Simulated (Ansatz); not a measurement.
# What KSrH3 (model cell, started as cubic perovskite with Sr in the octahedra) distorts into, part 2 of 3

Wanted: the energy along a soft mode of KSrH3 (model cell, started as cubic perovskite with Sr in the octahedra) and the structure at the end.

Ansatz 0.2.0; DFT PBEsol, scalar-relativistic, plane waves, PAW; PAW set soft_1.

So far, highest frequency on the path or at a solved wavevector (cm⁻¹): step 2 (response at finite wavevector) 1303. Also lowest frequency on the path (cm⁻¹): step 2 -354.

The structure was built from a prototype and need not be the compound's stable phase.

### 6. Relaxing from the distorted cell

Starting from the lowest point found, all atoms and the cell are let go, so that strain and other modes of the same symmetry can join in.

input.yaml

```yaml
crystal:
  lattice:
    - [4.7212170871, 4.7212170871, 0.0]
    - [4.7212170871, 0.0, 4.7212170871]
    - [4.7212170871, 0.0, -4.7212170871]
  atoms:
    - { symbol: K, position: [0.0, 0.5, 0.5] }
    - { symbol: K, position: [0.0, 0.0, 0.0] }
    - { symbol: Sr, position: [0.5, 0.25, 0.75] }
    - { symbol: Sr, position: [0.5, 0.75, 0.25] }
    - { symbol: H, position: [0.4101367167, 0.5, 0.5] }
    - { symbol: H, position: [0.5898632833, 0.0, 0.0] }
    - { symbol: H, position: [0.0, 0.0898632833, 0.5] }
    - { symbol: H, position: [0.0, 0.4101367167, 0.0] }
    - { symbol: H, position: [0.4101367167, 0.5898632833, 0.0] }
    - { symbol: H, position: [0.5898632833, -0.0898632833, 0.5] }
kpoints:
  mp_grid: { grid: [4, 4, 4] }
hamiltonian:
  xc: pbesol
  pseudopotentials: { kind: paw, azcp: { folder: soft_1 }, xc_functional: pbe }
scf:
  occupations: { method: fixed }
output:
  forces: true
  stress: true
  eigenvalues: true
relax:
  adjacent_minimum: "off"
  f_tol: 0.002
  max_steps: 120
  cell: { stress_tol: 0.03 }
```

The run is started by

```sh
$ ansatz run input.yaml --threads 4 --pin off --max-ram 16384MiB --backend cpu --events-out ev --progress --plain --runs-dir out
```

Numbers of over 12 decimals in the logs are rounded to 6 here.

Log:

```text
[...]
Crystal: 10 atoms, lattice volume = 210.471 Å³
Basis set: ecut = 420 eV, 4111 PW (Γ), exchange–correlation on 90×90×90 points (8 copies of the dense FFT grid, shifted against one another)
Bands: 32, of which v1, the nominal top of the filled ones, is band 22 counted from 1 (21 counted from 0)
Symmetry: 12 space group operations
[...]
k-points: 13 of 64
[...]
SCF iter   1: F=—  HF=-10115.585728 eV  |F-HF|=—  |Δ(HF+E_count)|=         —  Δρ=4.59e-2  dr2=5.93e0  ethr=3.10e-3  ⟨swp⟩=5.6  Hψ=1787  notcnv=0  defer=94
[...]
SCF iter   7: F=-10113.651836 eV  HF=-10113.651836 eV  |F-HF|=3.00e-8  |Δ(HF+E_count)|=   4.06e-7  Δρ=4.74e-6  dr2=4.10e-8  ethr=2.27e-10  ⟨swp⟩=18.9  Hψ=3604  notcnv=0
SCF 1 converged in 7 iterations: F = -10113.651836 eV  dr2 = 4.10e-8
[...]
relax step   1: F+E_penalty+E_count = -10113.65183617 eV  Δ(F+E_penalty+E_count) = +0.000e0 eV  max|allowed force component| = 4.921e-3 eV/Å  Δτ_max = 0.0000 Å  P = -0.727 GPa  Ω = 210.471 Å³  (7 SCF iters, dr2 threshold 1.00e-7 eV, accepted)
Crystal: 10 atoms, lattice volume = 202.326 Å³
Basis set: ecut = 420 eV, 3863 PW (Γ), exchange–correlation on 90×90×90 points (8 copies of the dense FFT grid, shifted against one another)
[...]
iter 1 solved again at ethr=2.85e-5 eV; its pass at ethr=3.10e-3 eV (dr2=1.25e-2 eV) is discarded
[...]
SCF iter   5: F=-10113.670597 eV  HF=-10113.670597 eV  |F-HF|=4.57e-8  |Δ(HF+E_count)|=   9.45e-7  Δρ=4.76e-6  dr2=2.96e-8  ethr=2.27e-9  ⟨swp⟩=14.0  Hψ=2922  notcnv=0
SCF 2 converged in 5 iterations: F = -10113.670597 eV  dr2 = 2.96e-8
relax step   2: F+E_penalty+E_count = -10113.67059666 eV  Δ(F+E_penalty+E_count) = -1.876e-2 eV  max|allowed force component| = 1.140e-2 eV/Å  Δτ_max = 0.0047 Å  P = +0.113 GPa  Ω = 202.326 Å³  energy of the carried Pulay correction = +1.923e-3 eV  (5 SCF iters, dr2 threshold 1.00e-6 eV, accepted)
Crystal: 10 atoms, lattice volume = 202.960 Å³
Basis set: ecut = 420 eV, 3935 PW (Γ), exchange–correlation on 90×90×90 points (8 copies of the dense FFT grid, shifted against one another)
[...]
SCF iter   6: F=-10113.671841 eV  HF=-10113.671841 eV  |F-HF|=7.37e-9  |Δ(HF+E_count)|=   3.36e-8  Δρ=2.36e-6  dr2=1.58e-8  ethr=1.43e-10  ⟨swp⟩=4.4  Hψ=1128  notcnv=0
SCF 3 converged in 6 iterations: F = -10113.671841 eV  dr2 = 1.58e-8
relax step   3: F+E_penalty+E_count = -10113.67184117 eV  Δ(F+E_penalty+E_count) = -1.245e-3 eV  max|allowed force component| = 3.923e-4 eV/Å  Δτ_max = 0.0169 Å  P = -0.003 GPa  Ω = 202.960 Å³  energy of the carried Pulay correction = +1.771e-3 eV  (6 SCF iters, dr2 threshold 6.31e-8 eV, accepted)
[...]
relax step   4: F+E_penalty+E_count = -10113.67027943 eV  Δ(F+E_penalty+E_count) = +1.562e-3 eV  max|allowed force component| = 4.459e-4 eV/Å  Δτ_max = 0.0000 Å  P = -0.010 GPa  Ω = 202.960 Å³  stress off target by 3.11e-2 GPa  SCF on the basis re-selected at this cell (its energy is not comparable with the rows above)  (6 SCF iters)
[...]
relax step   5: F+E_penalty+E_count = -10113.67034001 eV  Δ(F+E_penalty+E_count) = -6.058e-5 eV  max|allowed force component| = 1.983e-4 eV/Å  Δτ_max = 0.0015 Å  P = -0.000 GPa  Ω = 202.814 Å³  energy of the carried Pulay correction = +3.426e-5 eV  (5 SCF iters, dr2 threshold 2.41e-9 eV, accepted)
[...]
SCF iter   6: F=-10113.670289 eV  HF=-10113.670289 eV  |F-HF|=1.82e-11  |Δ(HF+E_count)|=  4.00e-11  Δρ=1.37e-7  dr2=3.15e-11  ethr=1.00e-12  ⟨swp⟩=17.4  Hψ=3224  notcnv=0
SCF 6 converged in 6 iterations: F = -10113.670289 eV  dr2 = 3.15e-11
relax step   6: F+E_penalty+E_count = -10113.67028891 eV  Δ(F+E_penalty+E_count) = +5.110e-5 eV  max|allowed force component| = 1.966e-4 eV/Å  Δτ_max = 0.0000 Å  P = -0.000 GPa  Ω = 202.814 Å³  stress off target by 4.30e-3 GPa  SCF on the basis re-selected at this cell (its energy is not comparable with the rows above)  (6 SCF iters)
[...]
SCF converged after 6 iterations
Free energy (F): -10113.670289 eV
[...]
Internal energy: -10113.670289 eV  (E = F + TS)
E sigma→0 (E₀):  -10113.670289 eV
Fermi energy:    2.036629 eV
[...]
--- Forces (eV/Å), atoms counted from 1 ---
  atom   1  K     -0.00000000     0.00000000     0.00000000
  atom   2  K      0.00000000    -0.00000000    -0.00000000
  atom   3  Sr     0.00000000    -0.00000000     0.00000000
  atom   4  Sr    -0.00000000    -0.00000000     0.00000000
  atom   5  H      0.00019658     0.00019658     0.00000000
  atom   6  H     -0.00019658    -0.00019658    -0.00000000
  atom   7  H     -0.00019658    -0.00000000    -0.00019658
  atom   8  H      0.00019658     0.00000000     0.00019658
  atom   9  H      0.00000000     0.00019658    -0.00019658
  atom  10  H     -0.00000000    -0.00019658     0.00019658
  max |Σ_I F_I| component: 8.13e-20 eV/Å
--- Stress (GPa, compression-positive) ---
       -0.000300       0.002001       0.002001
        0.002001      -0.000300      -0.002001
        0.002001      -0.002001      -0.000300
  P = ⅓ Tr σ = -0.0003 GPa (-0.003 kbar)
--- Band table (eV; the first three rows and the last of 13) ---
  k-point 0: bands = [... 18 lower, 1.1612, 1.9350, 1.9350, 2.0366, 5.4436, 5.4436, 5.4858, 8.0360, ... 6 higher]
  k-point 1: bands = [... 18 lower, 1.2723, 1.4707, 1.8164, 1.8164, 5.4293, 5.7068, 5.7068, 7.3236, ... 6 higher]
  k-point 2: bands = [... 18 lower, 1.5413, 1.5413, 1.5413, 1.5413, 5.9057, 5.9057, 6.4447, 6.4447, ... 6 higher]
  k-point 12: bands = [... 18 lower, 1.3186, 1.3186, 1.6635, 1.6635, 5.5708, 5.5708, 6.7792, 6.7792, ... 6 higher]
--- Relaxed structure (4 steps of the walk, 4 accepted, 2 SCFs on fresh bases) ---
  F+E_penalty+E_count = -10113.67028891 eV   max|allowed force component| = 1.966e-4 eV/Å   (the final SCF, on the basis selected at the relaxed cell)
  cell:  # Å, volume = 202.8143 Å³
    - [4.677738, 4.677738, 1.0408340855860843e-17]
    - [4.677738, 5.204170427930421e-18, 4.677738]
    - [4.648869, 0.028870, -4.648869]
  atoms:
    - { symbol: K, position: [3.9132922163148676e-19, 0.500000, 0.500000] }
    - { symbol: K, position: [0, 0, 0] }
    - { symbol: Sr, position: [0.5, 0.250000, 0.750000] }
    - { symbol: Sr, position: [0.500000, 0.75, 0.250000] }
    - { symbol: H, position: [0.406675, 0.500000, 0.500000] }
    - { symbol: H, position: [0.593325, 6.39466633694792e-19, -6.474584500992179e-19] }
    - { symbol: H, position: [-4.336808689942018e-19, 0.093325, 0.500000] }
    - { symbol: H, position: [2.168404344971009e-19, 0.406675, 0.0] }
    - { symbol: H, position: [0.406675, 0.593325, 0.0] }
    - { symbol: H, position: [0.593325, -0.093325, 0.500000] }
```

The job ended after 10 s (4 threads of Arm Neoverse V1, shared host; peak memory 0.56 GiB; 37 s of CPU time).

The steps of the relaxation:

| step | energy less that of the first step (eV) | largest force component (eV/Å) | pressure (GPa) | volume (Å³) |
| --- | --- | --- | --- | --- |
| 1 | 0.0000 | 0.0049 | -0.73 | 210.47 |
| 2 | -0.0188 | 0.0114 | 0.11 | 202.33 |
| 3 | -0.0200 | 0.0004 | 0.00 | 202.96 |
| 4* | -0.0184 | 0.0004 | -0.01 | 202.96 |
| 5 | -0.0185 | 0.0002 | 0.00 | 202.81 |
| 6* | -0.0185 | 0.0002 | 0.00 | 202.81 |

Relaxation steps marked * repeat the geometry before them on a plane-wave basis chosen anew for their cell, so energy and pressure can jump there.

The run keeps the 12 symmetry operations that it works with, so distortions that break them were not tested.

| conventional cell, symmetrised | before | after | change |
| --- | --- | --- | --- |
| a (Å) | 6.677 | 6.615 | -0.9 % |
| b (Å) | 6.677 | 6.615 | -0.9 % |
| c (Å) | 16.355 | 16.054 | -1.8 % |
| volume (Å³/atom) | 21.05 | 20.28 | -3.6 % |

The atoms that moved most (Å, as changes of fractional coordinates times the final cell):

| atom | dx | dy | dz | length |
| --- | --- | --- | --- | --- |
| H6 | 0.016 | 0.016 | 0.000 | 0.023 |
| H10 | 0.000 | 0.016 | -0.016 | 0.023 |
| H9 | 0.000 | -0.016 | 0.016 | 0.023 |
| H7 | 0.016 | 0.000 | 0.016 | 0.023 |
| H8 | -0.016 | 0.000 | -0.016 | 0.023 |
| H5 | -0.016 | -0.016 | 0.000 | 0.023 |

Numbers from this step:

```yaml
pressure: -3.00e-4 GPa
gap_on_the_k_mesh: 2.752 eV
volume_per_atom: 20.28 Å³
```

The distorted start has space group R-3c; the relaxation ends in R-3c.

### 7. The new phase in its own primitive cell

The relaxed structure is symmetrised, reduced to its primitive cell and relaxed tightly, as its phonons need.

input.yaml

```yaml
crystal:
  lattice:
    - [3.3076604493, 1.9096786508, 5.3513834253]
    - [-3.3076604493, 1.9096786508, 5.3513834253]
    - [0.0, -3.8193573016, 5.3513834253]
  atoms:
    - { symbol: K, position: [0.25, 0.25, 0.25] }
    - { symbol: K, position: [0.75, 0.75, 0.75] }
    - { symbol: Sr, position: [0.5, 0.5, 0.5] }
    - { symbol: Sr, position: [0.0, 0.0, 0.0] }
    - { symbol: H, position: [0.6566753506, 0.25, 0.8433246494] }
    - { symbol: H, position: [0.3433246494, 0.75, 0.1566753506] }
    - { symbol: H, position: [0.8433246494, 0.6566753506, 0.25] }
    - { symbol: H, position: [0.1566753506, 0.3433246494, 0.75] }
    - { symbol: H, position: [0.75, 0.1566753506, 0.3433246494] }
    - { symbol: H, position: [0.25, 0.8433246494, 0.6566753506] }
kpoints:
  mp_grid: { grid: [6, 6, 6] }
hamiltonian:
  xc: pbesol
  pseudopotentials: { kind: paw, azcp: { folder: soft_1 }, xc_functional: pbe }
scf:
  occupations: { method: fixed }
output:
  forces: true
  stress: true
  eigenvalues: true
relax:
  adjacent_minimum: "off"
  f_tol: 0.001
  max_steps: 60
  cell: { stress_tol: 0.01 }
```

Log:

```text
[...]
Crystal: 10 atoms, lattice volume = 202.814 Å³
Basis set: ecut = 420 eV, 3911 PW (Γ), exchange–correlation on 90×90×90 points (8 copies of the dense FFT grid, shifted against one another)
Bands: 32, of which v1, the nominal top of the filled ones, is band 22 counted from 1 (21 counted from 0)
Symmetry: 12 space group operations
[...]
k-points: 32 of 216
[...]
- { symbol: Sr, position: [0.5, 0.5, 0.5] }
    - { symbol: Sr, position: [0.0, 0.0, 0.0] }
    - { symbol: H, position: [0.6566753506, 0.25, 0.8433246494] }
    - { symbol: H, position: [0.3433246494, 0.75, 0.156675] }
    - { symbol: H, position: [0.8433246494, 0.6566753506, 0.250000] }
    - { symbol: H, position: [0.156675, 0.3433246494, 0.75] }
    - { symbol: H, position: [0.75, 0.156675, 0.3433246494] }
    - { symbol: H, position: [0.250000, 0.8433246494, 0.6566753506] }
[key lines of the parts left out:]
SCF converged after 6 iterations
Free energy (F): -10113.670401 eV
Fermi energy:    2.036569 eV
P = ⅓ Tr σ = -0.0007 GPa (-0.007 kbar)
```

Elapsed: 7.7 s, on 4 threads; peak memory 0.61 GiB.

Little changed from the start: no atom moved by 0.005 Å and no cell edge by 0.1 %.

This step gave:

- pressure: -6.88e-4 GPa
- direct gap on mesh: 2.909 eV

The largest force component left is 0.31 meV/Å and the pressure is -0.001 GPa, within the tolerances set. The cell now holds 20.28 Å³/atom.

(Continued in part 3 of 3.)

[Logs are printed without paths, hosts, clocks, repeated set-up lines and the standing remarks that a program may print on its own settings, such as how far it seeks lower states.]

[Hosts, paths, dates, database ids (printed as entryN), source tags and the programs' standing remarks are cut or masked in the printed files.]
